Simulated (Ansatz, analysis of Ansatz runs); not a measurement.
# monolayer P with a Pd adatom (hollow): binding, spin and levels

What does the Pd adatom (hollow) do on monolayer P: height, moment, energy and levels? Model: a cell of 48 host atoms with 1 Pd put in.

Calculated with Ansatz 0.2.0; plane-wave PAW DFT, PBEsol and LDA; supercells relaxed in a periodic cell with vacuum, the primitive cell and the final single points with the Coulomb interaction cut along the normal.

## 1. Set-up

The cell holds 49 atoms: 48 P and 1 Pd. Cell: a = 13.140 Å, b = 13.281 Å, c = 36.000 Å, α = 90.0°, β = 90.0°, γ = 90.0°. It derives from P (P monolayer (from Cmce)), repeated 4×3×1. Vacuum lies along c. Nearest the centre at fractional (0.250, 0.498, 0.573): Pd49 at 0.00 Å, P7 at 2.39 Å, P19 at 2.39 Å, P17 at 2.70 Å, P21 at 2.73 Å, P18 at 3.97 Å, P20 at 4.03 Å, P8 at 4.03 Å.

Structure file:

```xyz
49
Lattice="13.1404 0.0000 0.0000 0.0000 13.2808 0.0000 0.0000 0.0000 36.0000" Properties=species:S:1:pos:R:3
P     0.0000   -0.0070   19.0583
P     0.0000    0.7213   16.9417
P     1.6425    2.9348   19.0583
P     1.6425    2.2065   16.9417
P     0.0000    4.4199   19.0583
P     0.0000    5.1483   16.9417
P     1.6425    7.3618   19.0583
P     1.6425    6.6334   16.9417
P     0.0000    8.8469   19.0583
P     0.0000    9.5752   16.9417
P     1.6425   11.7887   19.0583
P     1.6425   11.0603   16.9417
P     3.2851   -0.0070   19.0583
P     3.2851    0.7213   16.9417
P     4.9276    2.9348   19.0583
P     4.9276    2.2065   16.9417
P     3.2851    4.4199   19.0583
P     3.2851    5.1483   16.9417
P     4.9276    7.3618   19.0583
P     4.9276    6.6334   16.9417
P     3.2851    8.8469   19.0583
P     3.2851    9.5752   16.9417
P     4.9276   11.7887   19.0583
P     4.9276   11.0603   16.9417
P     6.5702   -0.0070   19.0583
P     6.5702    0.7213   16.9417
P     8.2127    2.9348   19.0583
P     8.2127    2.2065   16.9417
P     6.5702    4.4199   19.0583
P     6.5702    5.1483   16.9417
P     8.2127    7.3618   19.0583
P     8.2127    6.6334   16.9417
P     6.5702    8.8469   19.0583
P     6.5702    9.5752   16.9417
P     8.2127   11.7887   19.0583
P     8.2127   11.0603   16.9417
P     9.8553   -0.0070   19.0583
P     9.8553    0.7213   16.9417
P    11.4978    2.9348   19.0583
P    11.4978    2.2065   16.9417
P     9.8553    4.4199   19.0583
P     9.8553    5.1483   16.9417
P    11.4978    7.3618   19.0583
P    11.4978    6.6334   16.9417
P     9.8553    8.8469   19.0583
P     9.8553    9.5752   16.9417
P    11.4978   11.7887   19.0583
P    11.4978   11.0603   16.9417
Pd    3.2851    6.6169   20.6254
```

The cell's shortest repeat is 13.1 Å.

## 2. The perfect sheet

One layer is cut from the bulk crystal and relaxed, atoms and in-plane cell, with the Coulomb interaction cut along the normal so that the layer doesn't feel its images.

cell/input.yaml

```yaml
crystal:
  lattice:
    - [3.3164, 0.0, 0.0]
    - [0.0, 4.3793, 0.0]
    - [0.0, 0.0, 26.130768]
  atoms:
    - { symbol: P, position: [0.0, 0.0, 0.5407712] }
    - { symbol: P, position: [0.0, 0.16136, 0.4592288] }
    - { symbol: P, position: [0.5, 0.66136, 0.5407712] }
    - { symbol: P, position: [0.5, 0.5, 0.4592288] }
  periodic: [true, true, false]
basis:
  ecutwfc: 420
  xc_grid: 2
hamiltonian:
  xc: pbesol
  pseudopotentials: { kind: paw, azcp: { folder: soft_1 }, xc_functional: pbe }
kpoints:
  mp_grid: { grid: [10, 8, 1] }
scf:
  occupations: { method: fermi_dirac, width: 0.02 }
  max_iter: 60
relax:
  f_tol: 0.005
  max_steps: 60
  cell: {}
output:
  forces: true
checkpoint:
  write: "../cell.run"
  compress: false
  write_wavefunctions: false
  write_every: 100000
```

The run is started by

```console
ansatz run input.yaml --threads 32 --pin off --max-ram 84787MiB --backend cuda --events-out ev --progress --plain --runs-dir out --max-vram 78GiB
```

Numbers of over 12 decimals in the logs are rounded to 6 here.

Output:

```text
[... repeated set-up lines and file paths are left out, and long positions are rounded to six places ...]
Warning: crystal.periodic: the lattice vector that does not repeat stood 0.000° off the slab's normal, 26.131 Å along it as the deck builds it. [...]
crystal.periodic: the lattice vector that does not repeat stood 0.000° off the slab's normal, 26.131 Å along it as the deck builds it. [...]
Engine: ansatz 0.2.0, aarch64-unknown-linux-gnu
Pseudopotentials: kind: paw
Pseudopotential: P, paw, valence charge 5, recommended cutoff 420 eV (normal), soft_1/P.paw.azcp
Functional definition: PBEsol
  exchange = pbesol_x
  correlation = pbesol_c
[...]
Crystal: 4 atoms, lattice volume = 407.552 Å³
Basis set: ecut = 420 eV, 8013 PW (Γ), exchange–correlation on 48×60×384 points (8 copies of the dense FFT grid, shifted against one another)
Bands: 14, of which v1, the nominal top of the filled ones, is band 10 counted from 1 (9 counted from 0)
Symmetry: 8 space group operations
Space group: Pmna (ITA 53), of the structure as read, at distance tolerance 7.4e-5 Å
k-points: 30 of 80
Non-local potential: P, projectors of the file, l = 0: 2, l = 1: 2, l = 2: 1
PAW form: soft (Blöchl's): semilocal exchange-correlation on the pseudo side does not see the compensation charge
PAW frozen core: P, regenerated for the run's functional, and the local potential with it (the file was generated under x = pbe(κ = 0.804, μ = 0.219515), c = pbe(β = 0.066725))
PAW one-centre angular grid: P, 110 points (default); XC on 64 Gauss nodes
Initial density: superposition of atomic densities (neutral atoms: chi_scale 0, normalization atom)
Initial wavefunctions: pseudopotential atomic-orbital guess
[...]
SCF 1 converged in 8 iterations: F = -2959.923012 eV  dr2 = 2.96e-9
[...]
SCF 2 converged in 4 iterations: F = -2959.925917 eV  dr2 = 2.99e-7
[...]
SCF 3 converged in 4 iterations: F = -2959.926875 eV  dr2 = 5.04e-8
[...]
SCF 4 converged in 5 iterations: F = -2959.927301 eV  dr2 = 1.29e-8
[...]
SCF 5 converged in 6 iterations: F = -2959.927223 eV  dr2 = 2.58e-9
[...]
SCF 6 converged in 8 iterations: F = -2959.927516 eV  dr2 = 2.11e-12
[...]
SCF 7 converged in 7 iterations: F = -2959.927531 eV  dr2 = 5.99e-12
relax step   7: F+E_penalty+E_count = -2959.92753104 eV  Δ(F+E_penalty+E_count) = -1.464e-5 eV  max|allowed force component| = 7.640e-4 eV/Å  Δτ_max = 0.0000 Å  P = +0.016 N/m  Ω = 408.097 Å³  fix = [c, alpha, beta]  reactions: c +0.000 N/m  stress off target by 3.21e-2 N/m on what of the cell is left free  SCF on the basis re-selected at this cell (its energy is not comparable with the rows above)  (7 SCF iters)
basis re-selected at this cell: Δ(F+E_penalty+E_count) = -1.464e-5 eV, ΔP = +0.000 N/m vs the last step (what re-selecting the basis moved, of the pressure what is left beyond the Pulay correction that the steps carried, after the strain that the cell walked [...]
SCF converged after 7 iterations
Free energy (F): -2959.927531 eV
Harris-Foulkes:  -2959.927531 eV  (|F-HF|=7.28e-12)
Internal energy: -2959.927531 eV  (E = F + TS)
E sigma→0 (E₀):  -2959.927531 eV
Fermi energy:    -4.588538 eV
--- Per-component energies (eV) ---
  E_band       = -223.763774
  E_kinetic    = 273.337127
  E_local      = -14256.925795  (includes V_loc(G=0)·N_el)
  E_nonlocal   = 130.650220
  E_hartree    = 6951.210669
  E_xc         = -287.388473
  E_vxc        = -242.524180  (∫ρ·V_xc dr)
  E_paw        = -2172.728902  (= ΣΔE_a)
  E_vpaw       = -30.722580  (= ΣTr[D̂ρ^β])
  E_aug_tail   = -0.000001  (compensation charges beyond the density's cutoff)
  E_ewald      = 6401.733240
  E_core_change = 0.184385  (= ΣΔE_core)
  E_smearing   = -0.000000  (= −TS)
  E_closure    = 0.000000  (closes the sum)
  Σ components = -2959.927531   (vs F -2959.927531, Δ=0.00e0)
--- Forces (eV/Å), atoms counted from 1 ---
  atom   1  P      0.00000000     0.00014309     0.00076397
  atom   2  P     -0.00000000    -0.00014309    -0.00076397
  atom   3  P     -0.00000000    -0.00014309     0.00076397
  atom   4  P      0.00000000     0.00014309    -0.00076397
  max |Σ_I F_I| component: 2.71e-20 eV/Å
--- 2D stress c σ (N/m, compression-positive) ---
        0.000675      -0.000000       0.000000
       -0.000000       0.032058       0.000000
        0.000000       0.000000       0.000000
  P = ½ c Tr σ = 0.0164 N/m
--- Band table (eV; the first three rows and the last of 30) ---
  k-point 0: bands = ["-20.1983", "-17.5399", "-13.9934", "-10.8081", [... 6 left out ...] "-4.2530", "-3.4689", "-2.2570", "-1.4845"]
  k-point 1: bands = ["-20.1127", "-17.6298", "-14.1104", "-11.1873", [... 6 left out ...] "-3.7196", "-3.4031", "-2.4226", "-1.6029"]
  [... further k-points left out ...]
  the weakly bound empty levels are not read free of the cell's end (no_gap_told)
--- Relaxed structure (6 steps of the walk, 5 accepted, 1 SCFs on fresh bases) ---
  F+E_penalty+E_count = -2959.92753104 eV   max|allowed force component| = 7.640e-4 eV/Å   (the final SCF, on the basis selected at the relaxed cell)
  cell:  # Å, volume = 408.0967 Å³
    - [3.285098, 0.0, 0.0]
    - [0.0, 4.426938, 0.0]
    - [0.0, 0.0, 28.061531]
  atoms:
    - { symbol: P, position: [0, -0.001585, 0.503313] }
    - { symbol: P, position: [0, 0.162945, 0.427882] }
    - { symbol: P, position: [0.500000, 0.662945, 0.503313] }
    - { symbol: P, position: [0.500000, 0.498415, 0.427882] }
```

The job ended after 4.1 s (1 × NVIDIA GB200 with 32 threads of Arm Neoverse V2, shared host; peak memory 1.1 GiB; 15 s of CPU time).

The in-plane vectors went from 3.316 and 4.379 Å, as in the bulk, to 3.285 and 4.427 Å; the layer is 2.12 Å thick between its outer atoms.

## 3. Does the sheet stay flat and symmetric?

The defect-free supercell is relaxed from atoms displaced by 0.08 Å at random. A buckling or a charge-density wave of the sheet itself would otherwise be counted to the defect.

pristine.relax/input.yaml

```yaml
crystal:
  lattice:
    - [13.1403905588, 0.0, 0.0]
    - [0.0, 13.2808144687, 0.0]
    - [0.0, 0.0, 14.0]
  atoms:
    - { symbol: P, position: [0.0, -0.0005284784, 0.5755963851] }
    - { symbol: P, position: [0.0, 0.054315145, 0.4244036149] }
    - { symbol: P, position: [0.125, 0.2209818117, 0.5755963851] }
    - { symbol: P, position: [0.125, 0.1661381883, 0.4244036149] }
[... 38 atom lines left out ...]
    - { symbol: P, position: [0.875, 0.554315145, 0.5755963851] }
    - { symbol: P, position: [0.875, 0.4994715216, 0.4244036149] }
    - { symbol: P, position: [0.75, 0.6661381883, 0.5755963851] }
    - { symbol: P, position: [0.75, 0.7209818117, 0.4244036149] }
    - { symbol: P, position: [0.875, 0.8876484784, 0.5755963851] }
    - { symbol: P, position: [0.875, 0.832804855, 0.4244036149] }
basis:
  ecutwfc: 420
  xc_grid: 2
hamiltonian:
  xc: pbesol
  pseudopotentials: { kind: paw, azcp: { folder: soft_1 }, xc_functional: pbe }
kpoints:
  mp_grid: { grid: [2, 2, 1] }
scf:
  occupations: { method: fermi_dirac, width: 0.01 }
  max_iter: 60
output:
  forces: true
relax:
  f_tol: 0.015
  max_steps: 100
  random_displacement: { amplitude: 0.08, seed: 5686 }
```

Output:

```text
[...]
Crystal: 48 atoms, lattice volume = 2443.211 Å³
Basis set: ecut = 420 eV, 47713 PW (Γ), exchange–correlation on 180×180×192 points (8 copies of the dense FFT grid, shifted against one another)
Bands: 168, of which v1, the nominal top of the filled ones, is band 120 counted from 1 (119 counted from 0)
Symmetry: 1 space group operations
k-points: 4
[...]
SCF iter   1: F=—  HF=-35520.595434 eV  |F-HF|=—  |Δ(HF+E_count)|=         —  Δρ=2.45e-2  dr2=1.09e1  ethr=3.10e-3  ⟨swp⟩=9.0  Hψ=4236  notcnv=0  defer=31
[...]
SCF iter   2: F=—  HF=-35517.962905 eV  |F-HF|=—  |Δ(HF+E_count)|=    2.63e0  Δρ=1.27e-2  dr2=2.83e0  ethr=3.10e-3  ⟨swp⟩=1.5  Hψ=784  notcnv=0  defer=139
[...]
SCF iter  10: F=-35517.210380 eV  HF=-35517.210379 eV  |F-HF|=1.88e-7  |Δ(HF+E_count)|=   2.65e-6  Δρ=6.25e-6  dr2=1.78e-6  ethr=2.34e-9  ⟨swp⟩=5.2  Hψ=2419  notcnv=0
SCF 1 converged in 10 iterations: F = -35517.210380 eV  dr2 = 1.78e-6
[...]
atom  44  P      0.00158648     0.00206809    -0.00052540
  atom  45  P      0.00090120    -0.00010790    -0.00049397
  atom  46  P      0.00092429    -0.00088556     0.00051932
  atom  47  P     -0.00071903     0.00075139     0.00081027
  atom  48  P     -0.00098134    -0.00101727     0.00055556
  max |Σ_I F_I| component: 6.66e-5 eV/Å
--- Relaxed structure (5 steps of the walk, 5 accepted, 0 SCFs on fresh bases) ---
  F+E_penalty+E_count = -35519.08567440 eV   max|allowed force component| = 4.116e-3 eV/Å
  atoms:
    - { symbol: P, position: [-0.000195, -0.000630, 0.575999] }
    - { symbol: P, position: [-0.000229, 0.054189, 0.424896] }
    - { symbol: P, position: [0.124809, 0.220816, 0.575886] }
    - { symbol: P, position: [0.124800, 0.166009, 0.424782] }
    - { symbol: P, position: [-0.000148, 0.332729, 0.576002] }
    - { symbol: P, position: [-0.000141, 0.387457, 0.424867] }
    - { symbol: P, position: [0.124821, 0.554189, 0.575807] }
    - { symbol: P, position: [0.124827, 0.499348, 0.424696] }
[...]
- { symbol: P, position: [0.749808, 0.666044, 0.575841] }
    - { symbol: P, position: [0.749817, 0.720940, 0.424745] }
    - { symbol: P, position: [0.874833, 0.887482, 0.575915] }
    - { symbol: P, position: [0.874828, 0.832797, 0.424761] }
[key lines of the parts left out:]
SCF converged after 7 iterations
```

Elapsed: 3.4 s, on 1 × NVIDIA GB200 with 32 threads; peak memory 1.2 GiB.

At a 2×2×1 Γ-centred mesh the symmetric supercell lies within 1 meV an atom of the primitive cell's dense mesh.

It returns to the energy of the symmetric cell, so the symmetric sheet is kept as the host.

## 4. Band edges against the vacuum level

With the interaction cut along the normal, the potential far from the sheet is the zero of energy, so band edges and defect states of different cells share one scale, as long as a cell has no dipole along the normal.

host/input.yaml

```yaml
crystal:
  lattice:
    - [3.2850976397, 0.0, 0.0]
    - [0.0, 4.4269381562, 0.0]
    - [0.0, 0.0, 36.0]
  atoms:
    - { symbol: P, position: [0.0, -0.0015854351, 0.5293985942] }
    - { symbol: P, position: [0.0, 0.1629454351, 0.4706014058] }
    - { symbol: P, position: [0.5, 0.6629454351, 0.5293985942] }
    - { symbol: P, position: [0.5, 0.4984145649, 0.4706014058] }
  periodic: [true, true, false]
basis:
  ecutwfc: 420
  xc_grid: 2
hamiltonian:
  xc: pbesol
  pseudopotentials: { kind: paw, azcp: { folder: soft_1 }, xc_functional: pbe }
kpoints:
  mp_grid: { grid: [8, 6, 1] }
  band_path: { path: [VBM, CBM], npoints: 1 }
scf:
  occupations: { method: fixed }
  max_iter: 60
output:
  forces: true
  eigenvalues: true
  write_potential: true
  volumetric_format: npy
```

Output:

```text
[...]
device memory: the entry about to start is reckoned to put 2.4 GiB on a device that reports 174.7 GiB free (of which the cap on the GPU budget leaves the run 78.0 GiB)
GPU FFT provider: cuFFT
GPU libraries: cuBLAS 13.8.1, cuFFT 12.4.0, cuSOLVER 12.3.2
GPU matrix products: emulated (plane waves: as basis.precision tells), large ones in fixed point in workspaces of 1.00 GiB
Crystal: 4 atoms, lattice volume = 523.545 Å³
Basis set: ecut = 420 eV, 10285 PW (Γ), exchange–correlation on 48×60×486 points (8 copies of the dense FFT grid, shifted against one another)
Bands: 14, of which v1, the nominal top of the filled ones, is band 10 counted from 1 (9 counted from 0)
Symmetry: 8 space group operations
[...]
k-points: 20 of 48
[...]
GPU buffer pool allocated for 174960 grid points (all kernels)
GPU transforms: local potential and band sums: pruned to the plane-wave sphere, on 24×30×243
[...]
SCF iter   1: F=—  HF=-2960.184801 eV  |F-HF|=—  |Δ(HF+E_count)|=         —  Δρ=1.50e-2  dr2=8.55e-1  ethr=3.10e-3  ⟨swp⟩=7.9  Hψ=2260  notcnv=0  defer=40
[...]
SCF iter   7: F=-2959.923785 eV  HF=-2959.923785 eV  |F-HF|=3.92e-8  |Δ(HF+E_count)|=   6.97e-7  Δρ=3.40e-6  dr2=6.35e-8  ethr=5.00e-10  ⟨swp⟩=27.6  Hψ=4422  notcnv=0
SCF 1 converged in 7 iterations: F = -2959.923785 eV  dr2 = 6.35e-8
[...]
NSCF: frozen V_eff on 16 k-points, pencils in batches of 32, up to order 64
[...]
NSCF: frozen V_eff on 4 k-points
[...]
SCF converged after 7 iterations
Free energy (F): -2959.923785 eV
[...]
Internal energy: -2959.923785 eV  (E = F + TS)
E sigma→0 (E₀):  -2959.923785 eV
Fermi energy:    -4.936025 eV
[...]
--- Forces (eV/Å), atoms counted from 1 ---
  atom   1  P      0.00000000     0.00693183    -0.00983073
  atom   2  P      0.00000000    -0.00693183     0.00983073
  atom   3  P      0.00000000    -0.00693183    -0.00983073
  atom   4  P      0.00000000     0.00693183     0.00983073
  max |Σ_I F_I| component: 5.55e-17 eV/Å
--- Band table (eV; the first three rows and the last of 20) ---
[...]
[... further k-points left out ...]
```

It took 2.6 s on 1 × NVIDIA GB200 with 32 threads; peak memory 1.5 GiB; 9.8 s of CPU time.

In the SCF lines HF is the Harris–Foulkes energy and dr2 the Hartree energy of the density residual, in eV; the loop may stop once dr2 is under the threshold and the program's other checks hold. Hψ counts applications of the Hamiltonian.

The band edges were searched for over the zone, on the density of this mesh. The valence top lies 4.93 eV and the conduction bottom 4.25 eV below the vacuum level: a gap of 0.68 eV.

(Continued in part 2 of 2.)

[Logs are printed without paths, hosts, clocks, repeated set-up lines and the standing remarks that a program may print on its own settings, such as how far it seeks lower states.]

[Hosts, paths, dates, database ids (printed as entryN), source tags and the programs' standing remarks are cut or masked in the printed files.]

[Maps of the electrostatic potential energy from Ansatz leave out the sawtooth potential of an applied field or a dipole correction, so their vacuum need not be flat.]
